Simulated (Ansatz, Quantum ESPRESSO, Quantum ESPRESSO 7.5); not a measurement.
## From contact to tunnelling: vacuum gaps between two Pb(100) faces

Aim: how the conductance falls as the barrier grows, for vacuum gaps between two Pb(100) faces.

Program: Quantum ESPRESSO 7.5. Level of theory: plane-wave DFT, LDA, GBRV ultrasoft pseudopotentials (cross-check by Ansatz 0.2.0 with PAW datasets). Values are calculated unless marked as measured.

## (1) The structure

The cell holds 12 atoms: 12 Pb. Cell: a = 3.557 Å, b = 3.557 Å, c = 32.665 Å, α = 90.0°, β = 90.0°, γ = 90.0°. It derives from Pb. Regions: left lead, 6 atoms (6 Pb); right lead, 6 atoms (6 Pb). The structure is stacked, and the current runs, along c.

## (2) Ground state, 5 Å

One periodic cell holds a lead period, the junction and more lead; the atoms stay as built.

j0.scf.in reads:

```
&control
  prefix = 'j0.scf'
  outdir = './out'
  pseudo_dir = './pseudo'
  calculation = 'scf'
  tprnfor = .true.
/
&system
  ibrav = 0
  nat = 12
  ntyp = 1
  ecutwfc = 40
  ecutrho = 200
  occupations = 'smearing'
  smearing = 'mv'
  degauss = 0.01
/
&electrons
  conv_thr = 1e-07
  mixing_beta = 0.25
  electron_maxstep = 120
  mixing_mode = 'local-TF'
/
ATOMIC_SPECIES
  Pb  207.2000  pb_lda_v1.uspp.F.UPF
CELL_PARAMETERS angstrom
  3.55674710936833 0.00000000000000 0.00000000000000
  0.00000000000000 3.55674710936833 0.00000000000000
  0.00000000000000 0.00000000000000 32.66500000000000
ATOMIC_POSITIONS crystal
  Pb  0.000000000000 0.000000000000 0.000000000000
  Pb  0.500000000000 0.500000000000 0.076993724170
  Pb  0.000000000000 0.000000000000 0.153987448339
  Pb  0.500000000000 0.500000000000 0.230981172509
  Pb  0.000000000000 0.000000000000 0.307974896678
  Pb  0.500000000000 0.500000000000 0.384968620848
  Pb  0.000000000000 0.000000000000 0.538037654982
  Pb  0.500000000000 0.500000000000 0.615031379152
  Pb  0.000000000000 0.000000000000 0.692025103322
  Pb  0.500000000000 0.500000000000 0.769018827491
  Pb  0.000000000000 0.000000000000 0.846012551661
  Pb  0.500000000000 0.500000000000 0.923006275830
K_POINTS automatic
  7 7 1 0 0 0
```

Launch:

```console
OMP_NUM_THREADS=1 mpirun -n 4 pw.x -nk 2 -in j0.scf.in > j0.scf.out
```

Output:

```text
Program PWSCF v.7.5 starts

     Parallel version (MPI & OpenMP), running on       4 processor cores
     Number of MPI processes:                 4
     Threads/MPI process:                     1

     MPI processes distributed on     1 nodes

     Current dimensions of program PWSCF are:
     Max number of different atomic species (ntypx) = 10
     Max number of k-points (npk) =  40000
     Max angular momentum in pseudopotentials (lmaxx) =  4
     Message from routine setup:
     using ibrav=0 with symmetry is DISCOURAGED, use correct ibrav instead

     K-points division:     npool     =       2
     R & G space division:  proc/nbgrp/npool/nimage =       2
     Subspace diagonalization in iterative solution of the eigenvalue problem:
     a serial algorithm will be used

     Parallelization info
     --------------------
     sticks:   dense  smooth     PW     G-vecs:    dense   smooth      PW
     Min         358     288     88                66532    47676    7782
     Max         359     289     89                66557    47701    7801
     Sum         717     577    177               133089    95377   15583

     Using Slab Decomposition

     bravais-lattice index     =            0
     lattice parameter (alat)  =       6.7213  a.u.
     unit-cell volume          =    2788.5937 (a.u.)^3
     number of atoms/cell      =           12
     number of atomic types    =            1
     number of electrons       =       168.00
     number of Kohn-Sham states=          101
     kinetic-energy cutoff     =      40.0000  Ry
     charge density cutoff     =     200.0000  Ry
     scf convergence threshold =      1.0E-07
     mixing beta               =       0.2500
     number of iterations used =            8  local-TF  mixing
     Exchange-correlation= SLA  PZ   NOGX NOGC
                           (   1   1   0   0   0   0   0)

     celldm(1)=   6.721278  celldm(2)=   0.000000  celldm(3)=   0.000000
     celldm(4)=   0.000000  celldm(5)=   0.000000  celldm(6)=   0.000000

     crystal axes: (cart. coord. in units of alat)
               a(1) = (   1.000000   0.000000   0.000000 )
               a(2) = (   0.000000   1.000000   0.000000 )
               a(3) = (   0.000000   0.000000   9.183953 )

     reciprocal axes: (cart. coord. in units 2 pi/alat)
               b(1) = (  1.000000  0.000000  0.000000 )
               b(2) = (  0.000000  1.000000  0.000000 )
               b(3) = (  0.000000  0.000000  0.108886 )

     PseudoPot. # 1 for Pb read from file:
     ./pseudo/pb_lda_v1.uspp.F.UPF
     Pseudo is Ultrasoft + core correction, Zval = 14.0
     Generated by new atomic code, or converted to UPF format
     Using radial grid of  899 points,  6 beta functions with:
                l(1) =   0
                l(2) =   0
                l(3) =   1
                l(4) =   1
                l(5) =   2
                l(6) =   2
     Q(r) pseudized with  6 coefficients,  rinner =    1.000   1.000   1.000
                                                       1.000   1.000

     atomic species   valence    mass     pseudopotential
     Pb               14.00   207.20000     Pb( 1.00)

      8 Sym. Ops. (no inversion) found

   Cartesian axes

     site n.     atom                  positions (alat units)
         1        Pb     tau(   1) = (   0.0000000   0.0000000   0.0000000  )
         2        Pb     tau(   2) = (   0.5000000   0.5000000   0.7071068  )
         3        Pb     tau(   3) = (   0.0000000   0.0000000   1.4142136  )
         4        Pb     tau(   4) = (   0.5000000   0.5000000   2.1213203  )
         5        Pb     tau(   5) = (   0.0000000   0.0000000   2.8284271  )
         6        Pb     tau(   6) = (   0.5000000   0.5000000   3.5355339  )
         7        Pb     tau(   7) = (   0.0000000   0.0000000   4.9413128  )
         8        Pb     tau(   8) = (   0.5000000   0.5000000   5.6484196  )
         9        Pb     tau(   9) = (   0.0000000   0.0000000   6.3555264  )
        10        Pb     tau(  10) = (   0.5000000   0.5000000   7.0626331  )
        11        Pb     tau(  11) = (   0.0000000   0.0000000   7.7697399  )
        12        Pb     tau(  12) = (   0.5000000   0.5000000   8.4768467  )

     number of k points=    10  Marzari-Vanderbilt smearing, width (Ry)=  0.0100
                       cart. coord. in units 2pi/alat
        k(    1) = (   0.0000000   0.0000000   0.0000000), wk =   0.0408163
        k(    2) = (   0.0000000   0.1428571   0.0000000), wk =   0.1632653
        k(    3) = (   0.0000000   0.2857143   0.0000000), wk =   0.1632653
        k(    4) = (   0.0000000   0.4285714   0.0000000), wk =   0.1632653
        k(    5) = (   0.1428571   0.1428571   0.0000000), wk =   0.1632653
        k(    6) = (   0.1428571   0.2857143   0.0000000), wk =   0.3265306
        k(    7) = (   0.1428571   0.4285714   0.0000000), wk =   0.3265306
        k(    8) = (   0.2857143   0.2857143   0.0000000), wk =   0.1632653
        k(    9) = (   0.2857143   0.4285714   0.0000000), wk =   0.3265306
        k(   10) = (   0.4285714   0.4285714   0.0000000), wk =   0.1632653

     Dense  grid:   133089 G-vectors     FFT dimensions: (  32,  32, 288)

     Smooth grid:    95377 G-vectors     FFT dimensions: (  27,  27, 250)

     Estimated max dynamical RAM per process >     225.76 MB

     Estimated total dynamical RAM >     870.55 MB

     Check: negative core charge=   -0.000009

     Initial potential from superposition of free atoms

     starting charge     167.9785, renormalised to     168.0000

     negative rho (up, down):  1.839E-01 0.000E+00
     Starting wfcs are  108 randomized atomic wfcs

     total cpu time spent up to now is        3.2 secs

     per-process dynamical memory:   110.3 Mb

     Self-consistent Calculation

     iteration #  1     ecut=    40.00 Ry     beta= 0.25
     Davidson diagonalization with overlap
     ethr =  1.00E-02,  avg # of iterations =  2.2

     Threshold (ethr) on eigenvalues was too large:
     Diagonalizing with lowered threshold

     Davidson diagonalization with overlap
     ethr =  1.19E-04,  avg # of iterations =  3.6

     negative rho (up, down):  1.832E-01 0.000E+00

     total cpu time spent up to now is       19.1 secs

     total energy              =   -1968.27290911 Ry
     estimated scf accuracy    <       0.20894679 Ry

     iteration #  2     ecut=    40.00 Ry     beta= 0.25

     total energy              =   -1968.25351233 Ry
     estimated scf accuracy    <       0.14818072 Ry

     iteration #  3     ecut=    40.00 Ry     beta= 0.25

     total energy              =   -1968.26094092 Ry
[...]
iteration # 11     ecut=    40.00 Ry     beta= 0.25

     End of self-consistent calculation

          k = 0.0000 0.0000 0.0000 ( 11965 PWs)   bands (ev):

    -7.9803  -7.9803  -7.9449  -7.9446  -7.9154  -7.9019  -7.8930  -7.8930
    -7.8802  -7.8710  -7.8613  -7.8544  -7.8533  -7.8398  -7.8268  -7.8268
    -7.8263  -7.8263  -7.8244  -7.8156  -7.8002  -7.7897  -7.7780  -7.7780
    -7.7703  -7.7703  -7.7673  -7.7500  -7.7487  -7.7487  -7.7394  -7.7210
    -7.7210  -7.7178  -7.7175  -7.7175  -7.6949  -7.6949  -7.6922  -7.6739
    -7.6739  -7.6656  -7.6566  -7.6488  -7.6374  -7.6374  -7.6357  -7.6313
    -7.6196  -7.6158  -7.6158  -7.5998  -7.5921  -7.5921  -7.5792  -7.5595
    -7.5595  -7.5567  -7.5229  -7.5229  -2.3188  -2.2285  -2.0292  -1.7522
    -1.4212  -1.0094  -0.5522  -0.0017   0.5434   1.1388   1.6437   2.0851
     6.1780   6.7179   7.2252   8.3458   8.8893  10.2817  10.7837  11.1285
    11.1285  11.2464  11.2464  11.4881  11.4881  11.8235  11.8235  12.2157
    12.2157  12.2597  12.7011  12.7011  12.7025  13.2159  13.2159  13.8290
    13.8291  14.1228  14.3987  14.4039  14.4039

          k = 0.0000 0.1429 0.0000 ( 11925 PWs)   bands (ev):

    -7.9503  -7.9502  -7.9192  -7.9190  -7.8862  -7.8762  -7.8700  -7.8697
    -7.8589  -7.8519  -7.8427  -7.8414  -7.8385  -7.8285  -7.8284  -7.8183
    -7.8181  -7.8180  -7.8034  -7.7972  -7.7859  -7.7848  -7.7831  -7.7812
    -7.7799  -7.7682  -7.7678  -7.7547  -7.7506  -7.7472  -7.7394  -7.7251
    -7.7237  -7.7230  -7.7210  -7.7182  -7.7075  -7.6961  -7.6888  -7.6857
    -7.6704  -7.6696  -7.6570  -7.6528  -7.6525  -7.6519  -7.6413  -7.6380
    -7.6343  -7.6229  -7.6205  -7.6164  -7.6043  -7.5931  -7.5865  -7.5841
    -7.5674  -7.5530  -7.5454  -7.5288  -2.0714  -1.9814  -1.7832  -1.5085
    -1.1817  -0.7773  -0.3313   0.2010   0.7209   1.2765   1.7348   2.1242
     6.4659   6.8877   7.2630   8.0398   8.3765   9.1655   9.5481   9.5525
     9.7718  10.1853  10.4902  10.8433  10.8743  11.4171  11.5260  11.5298
    11.7629  12.0736  12.0863  12.3181  12.4640  12.4719  12.9312  13.0250
    13.4262  13.7156  13.8759  14.0155  14.2086

          k = 0.0000 0.2857 0.0000 ( 11932 PWs)   bands (ev):

    -7.9051  -7.9051  -7.8856  -7.8855  -7.8518  -7.8516  -7.8414  -7.8410
    -7.8388  -7.8321  -7.8161  -7.8128  -7.8107  -7.8064  -7.8063  -7.8040
    -7.8016  -7.8014  -7.8009  -7.7966  -7.7865  -7.7726  -7.7725  -7.7721
    -7.7704  -7.7650  -7.7635  -7.7557  -7.7481  -7.7467  -7.7460  -7.7452
    -7.7333  -7.7308  -7.7297  -7.7151  -7.6977  -7.6837  -7.6835  -7.6752
    -7.6751  -7.6748  -7.6710  -7.6589  -7.6589  -7.6536  -7.6399  -7.6391
    -7.6274  -7.6273  -7.6230  -7.6179  -7.6127  -7.6114  -7.6080  -7.6024
    -7.5822  -7.5687  -7.5463  -7.5427  -1.3362  -1.2496  -1.0582  -0.7962
    -0.4903  -0.1205   0.2738   0.7239   1.1306   1.5164   1.7898   2.0019
     6.5082   6.5190   6.7063   6.7467   7.1332   7.2297   7.5209   7.7368
     8.2861   8.4636   8.9821   9.1147   9.6574  10.0775  10.6334  10.8349
    11.0877  12.2459  12.3403  12.4018  12.5432  12.8227  12.9448  13.0289
    13.1462  13.5416  13.7312  13.9502  13.9545

          k = 0.0000 0.4286 0.0000 ( 11900 PWs)   bands (ev):

    -7.8747  -7.8747  -7.8706  -7.8706  -7.8603  -7.8602  -7.8403  -7.8400
    -7.8225  -7.8225  -7.8198  -7.8197  -7.8165  -7.8163  -7.8161  -7.8158
    -7.8058  -7.8048  -7.7947  -7.7937  -7.7882  -7.7841  -7.7740  -7.7735
    -7.7720  -7.7714  -7.7677  -7.7659  -7.7645  -7.7606  -7.7555  -7.7494
    -7.7416  -7.7247  -7.7239  -7.7147  -7.6892  -7.6863  -7.6860  -7.6842
    -7.6600  -7.6500  -7.6470  -7.6446  -7.6343  -7.6309  -7.6280  -7.6278
    -7.6193  -7.6109  -7.6071  -7.5970  -7.5834  -7.5826  -7.5823  -7.5812
    -7.5578  -7.5562  -7.5511  -7.5502  -0.1759  -0.1055   0.0554   0.2636
     0.4858   0.7179   0.9181   1.0803   1.1513   1.1532   1.1656   1.1879
     5.4205   5.4272   5.6595   5.6854   6.1278   6.1564   6.6294   6.7029
     7.2544   7.3820   7.9403   8.5325   8.9096   9.6707  10.2060  10.6872
    11.4721  11.5062  12.1440  12.1987  13.3202  13.3572  13.4954  13.5463
    13.6760  13.8432  13.9856  14.0021  14.0251

          k = 0.1429 0.1429 0.0000 ( 11927 PWs)   bands (ev):

    -7.9127  -7.9126  -7.8878  -7.8877  -7.8583  -7.8581  -7.8566  -7.8559
    -7.8466  -7.8387  -7.8316  -7.8315  -7.8259  -7.8234  -7.8165  -7.8056
    -7.8051  -7.7993  -7.7975  -7.7919  -7.7883  -7.7876  -7.7773  -7.7770
    -7.7747  -7.7629  -7.7578  -7.7465  -7.7452  -7.7442  -7.7427  -7.7406
    -7.7381  -7.7355  -7.7189  -7.7145  -7.7137  -7.6922  -7.6921  -7.6887
    -7.6868  -7.6788  -7.6732  -7.6630  -7.6576  -7.6547  -7.6471  -7.6415
    -7.6412  -7.6375  -7.6223  -7.6207  -7.6185  -7.5994  -7.5960  -7.5940
    -7.5717  -7.5702  -7.5608  -7.5234  -1.8245  -1.7353  -1.5386  -1.2669
    -0.9452  -0.5490  -0.1151   0.3989   0.8941   1.4130   1.8307   2.1786
     6.7495   7.0827   7.3807   8.0081   8.2782   8.9975   9.3208   9.5086
     9.6192   9.8488   9.9997  10.1259  10.1686  10.3428  10.5410  10.5674
    10.9878  11.0083  11.4378  11.5009  11.5961  12.0089  12.1051  12.5722
    12.6707  13.1041  13.3227  13.3427  13.4352

          k = 0.1429 0.2857 0.0000 ( 11889 PWs)   bands (ev):

    -7.8740  -7.8739  -7.8644  -7.8644  -7.8486  -7.8483  -7.8361  -7.8360
    -7.8236  -7.8222  -7.8174  -7.8139  -7.8069  -7.8027  -7.7995  -7.7933
    -7.7916  -7.7889  -7.7879  -7.7837  -7.7793  -7.7746  -7.7724  -7.7644
    -7.7632  -7.7584  -7.7582  -7.7515  -7.7504  -7.7457  -7.7439  -7.7309
    -7.7291  -7.7252  -7.7214  -7.7067  -7.7028  -7.6946  -7.6886  -7.6843
    -7.6805  -7.6781  -7.6727  -7.6668  -7.6641  -7.6559  -7.6553  -7.6544
    -7.6391  -7.6317  -7.6258  -7.6240  -7.6215  -7.6085  -7.6046  -7.5912
    -7.5858  -7.5762  -7.5589  -7.5352  -1.0925  -1.0076  -0.8193  -0.5623
    -0.2638   0.0955   0.4765   0.9088   1.2961   1.6597   1.9161   2.1164
     6.7895   6.7967   6.9755   7.0087   7.3812   7.4512   7.7649   7.9122
     8.4542   8.5570   9.0131   9.0696   9.7205   9.7877  10.1276  10.3019
    10.6185  10.7691  10.8471  10.9380  11.0990  11.5353  11.7241  12.1097
    12.1593  12.6648  12.9338  13.2124  13.3751

[...]
the Fermi energy is     9.1146 ev

!    total energy              =   -1968.26162602 Ry
     estimated scf accuracy    <       0.00000003 Ry
     smearing contrib. (-TS)   =      -0.00046474 Ry
     internal energy E=F+TS    =   -1968.26116128 Ry

     The total energy is F=E-TS. E is the sum of the following terms:
     one-electron contribution =    -899.00941944 Ry
     hartree contribution      =     566.33942797 Ry
     xc contribution           =    -756.88530891 Ry
     ewald contribution        =    -878.70586090 Ry

     convergence has been achieved in  11 iterations

     negative rho (up, down):  1.864E-01 0.000E+00

     Forces acting on atoms (cartesian axes, Ry/au):

     atom    1 type  1   force =     0.00000000    0.00000000    0.00343155
     atom    2 type  1   force =     0.00000000    0.00000000   -0.00317316
     atom    3 type  1   force =     0.00000000    0.00000000    0.00040197
     atom    4 type  1   force =     0.00000000    0.00000000   -0.00101827
     atom    5 type  1   force =     0.00000000    0.00000000    0.01008474
     atom    6 type  1   force =     0.00000000    0.00000000   -0.01438317
     atom    7 type  1   force =     0.00000000    0.00000000    0.01434361
     atom    8 type  1   force =     0.00000000    0.00000000   -0.01007691
     atom    9 type  1   force =     0.00000000    0.00000000    0.00102789
     atom   10 type  1   force =     0.00000000    0.00000000   -0.00039473
     atom   11 type  1   force =     0.00000000    0.00000000    0.00319817
     atom   12 type  1   force =     0.00000000    0.00000000   -0.00344168

     Total force =     0.025733     Total SCF correction =     0.001112

=------------------------------------------------------------------------------=
   JOB DONE.
=------------------------------------------------------------------------------=
```

Wall time 2.1 min (4 MPI ranks of Arm Neoverse V1, shared host); peak memory 1 GiB.

Numbers from this step:

```
free energy  : -26779.5637 eV
Fermi energy : 9.115 eV
```

The run needed 11 iterations to bring the estimated error under 1e-07 Ry; the largest force on any atom, held or free, is 0.37 eV/Å.

[end of part 1 of 5]

[Long decimals in the printed logs are rounded to 6 places.]

[Repeated lines of the later SCF iterations (solver, time, negative density, dipole) and banner, clock, host and MPI lines are left out of these logs without a mark at each place.]

[Logs are printed without paths, hosts, clocks, repeated set-up lines and the standing remarks that a program may print on its own settings, such as how far it seeks lower states.]

[Hosts, paths, dates, database ids (printed as entryN), source tags and the programs' standing remarks are cut or masked in the printed files.]

[Maps of the electrostatic potential energy from Ansatz leave out the sawtooth potential of an applied field or a dipole correction, so their vacuum need not be flat; planar profiles and work functions include it.]
